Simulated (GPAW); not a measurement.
# A GW chain in GPAW: BN (P6_3/mmc), part 2 of 2

How does a plane-wave GW calculation on BN (P6_3/mmc) run from the first input to the gap?

GPAW 26.7.0; PBE and many-body steps on it, plane waves. Known limits of the many-body steps: short of the basis limit; coarse k mesh.

So far. Step 3 (Bands along the symmetry lines): The gap is 4.249 eV, −0.141 eV from the run before at this level. Step 4 (Empty states on the mesh, 6×6×2 mesh, 92 bands): On this mesh the gap is 4.273 eV.

## Step 5: Screening and self-energy, 6×6×2 mesh, 82 bands, screening to 100 eV

Now the one-shot GW correction: screening in the RPA, then the self-energy of the levels asked for.

This step: G0W0 on PBE, plane waves, PAW.

run.py

```python
import json
import numpy as np
from gpaw.mpi import world
from gpaw.response.g0w0 import G0W0

gw = G0W0('full.gpw',
    filename='gw',
    kpts=[0, 9, 12],
    bands=(6, 10),
    ecut=100,
    nbands=82,
    integrate_gamma='WS',
    ppa=True)
gw.calculate()
res = {mode: {k: v for k, v in r.items() if k != 'sigma_eskwn'}
       for mode, r in gw.all_results.items()}

if world.rank == 0:
    with open('result.json', 'w') as f:
        json.dump(res, f, default=lambda x: x.tolist())
```

Started as:

```
> mpirun -n 4 gpaw python run.py
```

Standard output:

```text
Using integrator: PointIntegrator
FrequencyGridDescriptor(from 0.000+0.000j to 0.000+27.211j eV, 2 points)
Nonperiodic BCs:  [False False False]
Using integrator: PointIntegrator
FrequencyGridDescriptor(from 0.000+0.000j to 0.000+27.211j eV, 2 points)
Nonperiodic BCs:  [False False False]
  ___  _ _ _
 |   || | | |
 | | || | | |
 |__ ||_____|
 |___|

BZ k-points: Symmetries present (total): 12

  [... matrices ...]
72 k-points: 6 x 6 x 2 Monkhorst-Pack grid + [1/12,1/12,1/4]
14 k-points in the irreducible part of the Brillouin zone
       k-points in crystal coordinates                weights
   0:     0.00000000    0.00000000    0.00000000          1/72
   1:     0.00000000    0.00000000    0.50000000          1/72
   2:     0.16666667    0.00000000    0.00000000          6/72
   3:     0.16666667    0.00000000    0.50000000          6/72
   4:     0.33333333   -0.16666667    0.00000000          6/72
   5:     0.33333333   -0.16666667    0.50000000          6/72
   6:     0.33333333    0.00000000    0.00000000          6/72
   7:     0.33333333    0.00000000    0.50000000          6/72
   8:     0.33333333    0.33333333    0.00000000          2/72
   9:     0.33333333    0.33333333    0.50000000          2/72
          ...
  13:     0.50000000    0.50000000    0.50000000          3/72

Distributing spins, k-points and bands (1 x 3 x 4) over 4 processes
Number of blocks: 1

Quasi particle states:
k-points (IBZ indices): [0, 9, 12]
Band range: (6, 10)
  [... matrices ...]
Computational parameters:
Plane wave cut-off: 100 eV
Number of bands: 82
Coulomb cutoff: None
Broadening: 0.1 eV

fxc modes: GW
Kernel: RPA
Using Godby-Needs plasmon-pole approximation:
  Fitting energy: i*E0, E0 = 1.000 Hartree
Summing all q:

Calculating screened Coulomb potential
No Coulomb truncation
FrequencyGridDescriptor(from 0.000+0.000j to 0.000+27.211j eV, 2 points)
Removing empty qpoint cache files...

Calculating chi0 body with:
    Ground state adapter containing:
    Number of spins: 1
    Number of kpoints: 72
    Number of irreducible kpoints: 14
    Number of completely occupied states: 8
    Number of partially occupied states: 8
    Occupied states memory: 1.0986328125 M / cpu

    Linear response parametrization:
    q_c: [1.387779e-17, 1.387779e-17, 0.0]
    Number of frequency points: 2
    Planewave cutoff: 100.0
    Number of bands: 82
    Number of planewaves: 83
    Broadening (eta): 1e-06
    comm.size: 4
    kncomm.size: 4
    blockcomm.size: 1

    Memory estimate of potentially large arrays:
        chi0_wGG: 0.210236 M / cpu
Integrating chi0 body.

Symmetries of q_c:
    Direct symmetries (Uq -> q): 12
    Indirect symmetries (TUq -> q): 0
In total 12 allowed symmetries.

  [... matrices ...]
14 groups of equivalent kpoints. 80.555556% reduction.

Integral kind: response function
Integrating chi0 head and wings.

Symmetries of q_c:
    Direct symmetries (Uq -> q): 12
    Indirect symmetries (TUq -> q): 0
In total 12 allowed symmetries.

  [... matrices ...]
14 groups of equivalent kpoints. 80.555556% reduction.

Integral kind: response function wings

Calculating chi0 body with:
    Ground state adapter containing:
    Number of spins: 1
    Number of kpoints: 72
    Number of irreducible kpoints: 14
    Number of completely occupied states: 8
    Number of partially occupied states: 8
[... the further q-points ...]

Results:
f:      Occupation numbers
eps:     KS-eigenvalues [eV]
vxc:     KS vxc [eV]
exx:     Exact exchange [eV]
sigma:   Self-energies [eV]
dsigma:  Self-energy derivatives
Z:       Renormalization factors
qp:      QP-energies [eV]

k-point 0 (0): (0.000, 0.000, 0.000)                GW
band       f     eps     vxc     exx   sigma  dsigma       Z      qp
                                                                   GW
   6   1.000   2.721 -19.199 -23.600   3.457  -0.229   0.814   1.953
   7   1.000   2.721 -19.199 -23.600   3.457  -0.229   0.814   1.953
   8   0.000   9.242  -9.135  -4.943  -3.829  -0.172   0.854   9.552
   9   0.000  14.299 -14.328  -7.770  -4.814  -0.252   0.799  15.691

k-point 1 (9): (0.333, 0.333, 0.500)                GW
band       f     eps     vxc     exx   sigma  dsigma       Z      qp
                                                                   GW
   6   1.000   4.009 -17.177 -20.556   2.584  -0.236   0.809   3.366
   7   1.000   4.009 -17.177 -20.556   2.584  -0.236   0.809   3.366
   8   0.000   8.645 -11.549  -6.185  -4.201  -0.201   0.832   9.613
   9   0.000   8.645 -11.549  -6.185  -4.201  -0.201   0.832   9.613

k-point 2 (12): (0.500, 0.500, 0.000)                GW
band       f     eps     vxc     exx   sigma  dsigma       Z      qp
                                                                   GW
   6   1.000   2.573 -15.329 -19.165   2.692  -0.238   0.808   1.649
   7   1.000   3.566 -16.943 -20.551   2.733  -0.240   0.807   2.859
   8   0.000   8.282 -10.783  -5.804  -4.016  -0.191   0.840   9.091
   9   0.000   9.636 -13.140  -7.578  -4.138  -0.210   0.826  10.812
```

Run time: 26 s. Hardware: 4 MPI ranks of Arm Neoverse V1, shared host; peak memory 0.95 GiB; 1.7 min of CPU time.

Numbers from this step:

| Quantity | Value |
| --- | --- |
| G0W0 gap on the mesh | 5.725 eV |
| least direct G0W0 gap on the computed points | 6.232 eV |
| Z at the valence top | 0.8088 |
| Z at the conduction bottom | 0.8398 |
| starting gap on the mesh | 4.273 eV |
| k of the valence top | 0.3333, 0.3333, 0.5 |
| k of the conduction bottom | 0.5, 0.5, 0 |

The gap on the mesh goes from 4.27 eV to 5.72 eV, a correction of +1.45 eV. The start differs from the 4.39 eV found before because the two sample other k points.

Limits: finite bands, cutoff and mesh; coarse k mesh. v1 is the top filled band, c1 the lowest empty one. The levels before and after the correction (eV, zero at the valence-band top of each column):

```csv
,conduction bottom,valence top
Kohn-Sham,4.27,0.00
G0W0,5.72,0.00
```

|  | level | energy (eV) |
| --- | --- | --- |
| Kohn-Sham | (0.333 0.333 0.5) v2-v1 | 0.000 |
| Kohn-Sham | (0.333 0.333 0.5) c1-c2 | 4.636 |
| Kohn-Sham | (0.5 0.5 0) v2 | -1.436 |
| Kohn-Sham | (0.5 0.5 0) v1 | -0.443 |
| Kohn-Sham | (0.5 0.5 0) c1 | 4.273 |
| Kohn-Sham | (0.5 0.5 0) c2 | 5.626 |
| G0W0 | (0.333 0.333 0.5) v2-v1 | 0.000 |
| G0W0 | (0.333 0.333 0.5) c1-c2 | 6.246 |
| G0W0 | (0.5 0.5 0) v2 | -1.718 |
| G0W0 | (0.5 0.5 0) v1 | -0.507 |
| G0W0 | (0.5 0.5 0) c1 | 5.725 |
| G0W0 | (0.5 0.5 0) c2 | 7.446 |

## Step 6: Where the time went

Times are wall times on 4 MPI ranks of Arm Neoverse V1, shared host, good to a factor of about two.

```csv
step,time,share,memory (GiB)
ground state,6.6 s,13 %,0.64
bands along the symmetry lines,8.5 s,16 %,0.68
empty states on the mesh,12 s,22 %,1.2
screening and self-energy,26 s,49 %,0.95
```

## Step 7: What came out

```
PBE gap                              : 4.25 eV, indirect
G0W0 gap on the mesh                 : 5.72 eV
G0W0 gap over the zone (rigid shift) : 5.70 eV
GW settings                          : 6×6×2 mesh, 82 bands, screening to 100 eV, Godby-Needs plasmon pole
known limits                         : short of the basis limit; coarse k mesh
```

In words: G0W0 moves the gap on the mesh from 4.27 eV to 5.72 eV (+1.45 eV), with Z of 0.81 and 0.84 at the edges. The mesh misses the band edges by 0.02 eV in all; a rigid shift gives 5.70 eV for the zone. The dearest step here is «screening and self-energy». Against experiment, by G0W0@PBE: the direct gap of 6.23 eV lies +0.25 eV from the measured 5.98 eV (exciton, quoted 2008). An exciton line or allowed optical edge lies below the quasiparticle gap by the binding energy; a forbidden edge can push the onset above it. The calculation has static nuclei and no excitons; a measured gap holds zero-point and thermal motion, which mostly lowers it. Bands and cutoff are finite, so the gap stands short of the basis limit, usually by up to a few tenths of an eV; the mesh is an error of its own. The 6×6×2 mesh is coarse for this cell, which bears on the long-range parts of exchange and screening.

[Long decimals in the printed logs are rounded to 6 places.]

[Logs are printed without paths, hosts, clocks, repeated set-up lines and the standing remarks that a program may print on its own settings, such as how far it seeks lower states.]

[Paths, hosts, dates, memory and timing lines, banners, echoed tables and standing remarks are left out of the program output; an Ansatz launch command may be rebuilt from the run's recorded settings. Measured values are a selection of at most five: reports struck by readers or far from the other reports are left out. None is set beside runs whose start may be inverted or whose files or cutoffs have a known fault.]

[Runs of the session that timed out or met a known fault of the program may be left out.]

[Hosts, paths, dates, database ids (printed as entryN), source tags and the programs' standing remarks are cut or masked in the printed files.]

[Where the starting crystal was built by hand or by swapping elements, it need not be the compound's stable phase.]
